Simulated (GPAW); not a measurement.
# CO/Ag(111) in an electric field, part 2 of 2

Aim: the dipole that a field along the normal induces in CO/Ag(111).

GPAW 26.7.0; GPAW, PAW setups; slab in vacuum.

So far. Step 4 (Field on): The dipole is now -0.130 e Å, against -0.030 in the run without a field. Step 5 (In a field): The dipole is now -0.0801 e Å, against -0.030 in the run without a field.

## (8) Field on

Input file run.py:

```python
import json
import numpy as np
from ase import Atoms
from gpaw import GPAW, PW
from gpaw.external import ConstantElectricField

slab = Atoms(
    ['Ag', 'Ag', 'Ag', 'Ag', 'C', 'O'],
    positions=[
        [0.00000, 0.00000, 7.00000],
        [1.44603, 0.83487, 9.36136],
        [2.89207, 1.66974, 11.75401],
        [-0.00000, 0.00000, 14.13435],
        [1.44603, 0.83487, 16.30217],
        [1.44603, 0.83487, 17.45229]],
    cell=[[2.89207, 0.0, 0.0], [1.44603, 2.5046, 0.0], [0.0, 0.0, 23.69187]],
    pbc=[True, True, False])

slab.calc = GPAW(mode=PW(500), xc='PBE', kpts={'size': (12, 12, 1), 'gamma': True},
                 occupations={'name': 'fermi-dirac', 'width': 0.1}, nbands='140%',
                 convergence={'density': 1e-05}, maxiter=200,
                 poissonsolver={'dipolelayer': 'xy'},
                 external=ConstantElectricField(0.1, [0, 0, 1]),
                 symmetry={'tolerance': 1e-3}, txt='slab.txt')
result = {}
energy = slab.get_potential_energy()
fermi = slab.calc.get_fermi_level()
v = slab.calc.get_electrostatic_potential().mean((0, 1)) - fermi
n = slab.calc.get_pseudo_density().mean((0, 1))
L = slab.cell[2, 2]
z = np.arange(len(v)) * L / len(v)
low, high = slab.positions[:, 2].min(), slab.positions[:, 2].max()
below, above = np.interp([low - 4.8, high + 4.8], z, v)
slopes = [np.interp(x, z, np.gradient(v, z)) for x in (low - 4.8, high + 4.8)]
eps = np.array([[slab.calc.get_eigenvalues(k, s) for k in range(len(slab.calc.get_ibz_k_points()))]
                for s in range(slab.calc.get_number_of_spins())]) - fermi
top, bottom = eps[eps < 0].max(), eps[eps > 0].min()
dipole = slab.get_dipole_moment()[2]
print(f'energy {energy:.4f} eV, Fermi level {fermi:.4f} eV, dipole {dipole:.5f} e A')
print(f'potential 4.8 A off the faces, from the Fermi level: lower {below:.4f} eV, upper {above:.4f} eV')
print(f'slope of the potential there: lower {slopes[0]:.5f}, upper {slopes[1]:.5f} eV/A')
print(f'nearest levels on the mesh: {top:.4f} and {bottom:.4f} eV')
print('magnetic moment', round(slab.get_magnetic_moment(), 3))
result.update(energy=energy, fermi=fermi, dipole=dipole, below=below, above=above, slopes=slopes, edges=[top, bottom],
              z=z.tolist(), v=v.tolist(), n=n.tolist(), positions=slab.positions.tolist(),
              forces=slab.get_forces(apply_constraint=False).tolist(), moments=slab.get_magnetic_moments().tolist())
json.dump(result, open('result.json', 'w'))
```

The run is started by

```sh
OMP_NUM_THREADS=1 OPENBLAS_NUM_THREADS=1 python run.py
```

Log:

```text
energy -25.0017 eV, Fermi level 1.5153 eV, dipole 0.01984 e A
potential 4.8 A off the faces, from the Fermi level: lower 5.1653 eV, upper 4.6694 eV
slope of the potential there: lower -0.00146, upper 0.00123 eV/A
nearest levels on the mesh: -0.0495 and 0.0013 eV
magnetic moment 0.0
```

The job ended after 20 min (1 thread of Arm Neoverse N1, shared host; peak memory 0.62 GiB).

The electrostatic potential energy of an electron (without an applied field's), less the Fermi level, planar mean oscillates, so the rows of the table below give means over windows of 2.42 Å about each position, cut where the curve ends. Its maxima inside the range that stand out by 2 % of the span (Å: eV): 8.2: 1.12, 10.5: 1.11, 13.0: 0.776, 15.4: 0.909, 17.0: -2.98. Its minima: 7.0: -20.2, 9.4: -20.5, 11.8: -20.8, 14.1: -21.3, 16.3: -13.2, 17.4: -11.3.

The electrostatic potential energy of an electron (without an applied field's), less the Fermi level, planar mean by z; means over each step:

z (Å), electrostatic potential energy of an electron (without an applied field's), less the Fermi level, planar mean (eV) and a bar from the least value:
```
     1.21        5.1 ##############################
     3.63        5.1 ##############################
     6.05       -3.8 ##########
     8.47       -8.1 #
    10.89       -8.0 #
    13.31       -8.5 
    15.73       -5.0 ########
    18.15       -0.2 ##################
    20.57        4.7 #############################
    22.99        4.7 #############################
```

The dipole is now 0.0198 e Å, against -0.030 in the run without a field.

## (9) Field on

run.py: that of step 8 with these lines changed.

```diff
@@ -22,3 +22,3 @@
                  poissonsolver={'dipolelayer': 'xy'},
-                 external=ConstantElectricField(0.1, [0, 0, 1]),
+                 external=ConstantElectricField(0.2, [0, 0, 1]),
                  symmetry={'tolerance': 1e-3}, txt='slab.txt')
```

Log:

```text
energy -25.0065 eV, Fermi level 1.5010 eV, dipole 0.06983 e A
potential 4.8 A off the faces, from the Fermi level: lower 5.8202 eV, upper 4.0756 eV
slope of the potential there: lower -0.00171, upper 0.00125 eV/A
nearest levels on the mesh: -0.0524 and 0.0073 eV
magnetic moment 0.0
```

It took 16 min on 1 thread; peak memory 0.62 GiB.

The dipole is now 0.0698 e Å, against -0.030 in the run without a field.

## (10) Field on

run.py: that of step 9 with these lines changed.

```diff
@@ -22,3 +22,3 @@
                  poissonsolver={'dipolelayer': 'xy'},
-                 external=ConstantElectricField(0.2, [0, 0, 1]),
+                 external=ConstantElectricField(0.3, [0, 0, 1]),
                  symmetry={'tolerance': 1e-3}, txt='slab.txt')
```

Log:

```text
energy -25.0164 eV, Fermi level 1.4862 eV, dipole 0.11992 e A
potential 4.8 A off the faces, from the Fermi level: lower 6.4777 eV, upper 3.4821 eV
slope of the potential there: lower -0.00206, upper 0.00127 eV/A
nearest levels on the mesh: -0.0555 and 0.0134 eV
magnetic moment 0.0
```

Elapsed: 17 min, on 1 thread; peak memory 0.62 GiB.

The dipole is now 0.120 e Å, against -0.030 in the run without a field.

## (11) The series

The members are put on one axis.

This step: induced dipole against applied field (GPAW 26.7.0).

The dipole along the normal by field:

```tsv
field (V/Å)	dipole along the normal (e·Å)
-0.200	-0.130
-0.100	-0.0801
-0.050	-0.0551
0.000	-0.0301
0.050	-0.00520
0.100	0.0198
0.200	0.0698
0.300	0.120
```

## (12) Outcome

```
work function, upper and lower face            : 5.265 and 4.511 eV
dipole along the normal                        : -0.0301 e Å
induced dipole per field                       : 0.500 e Å per V/Å
out-of-plane polarisability per area, α/(ε0 A) : 12.5 Å
```

What this shows: The field induces 0.500 e Å per V/Å, a polarisable thickness α/(ε0 A) of 12.5 Å beside 10.5 Å between the outermost nuclei. A perfect conductor would give the distance between its two image planes; a dielectric of thickness t gives t(1 - 1/ε). The two faces differ by 0.75 eV, the step that the slab's dipole makes (e p/(ε0 A) gives 0.75 eV), so the dipole layer is needed. The induced dipole is linear in the field over this range. The cell of 7.24 Å² holds one CO, started on one chosen site; other sites and coverages weren't tried. The in-plane lattice was kept as typed, which isn't the functional's own and leaves some strain; spin-orbit coupling and temperature are left out.

[Logs are printed without paths, hosts, clocks, repeated set-up lines and the standing remarks that a program may print on its own settings, such as how far it seeks lower states.]

[Hosts, paths, dates, database ids (printed as entryN), source tags and the programs' standing remarks are cut or masked in the printed files.]
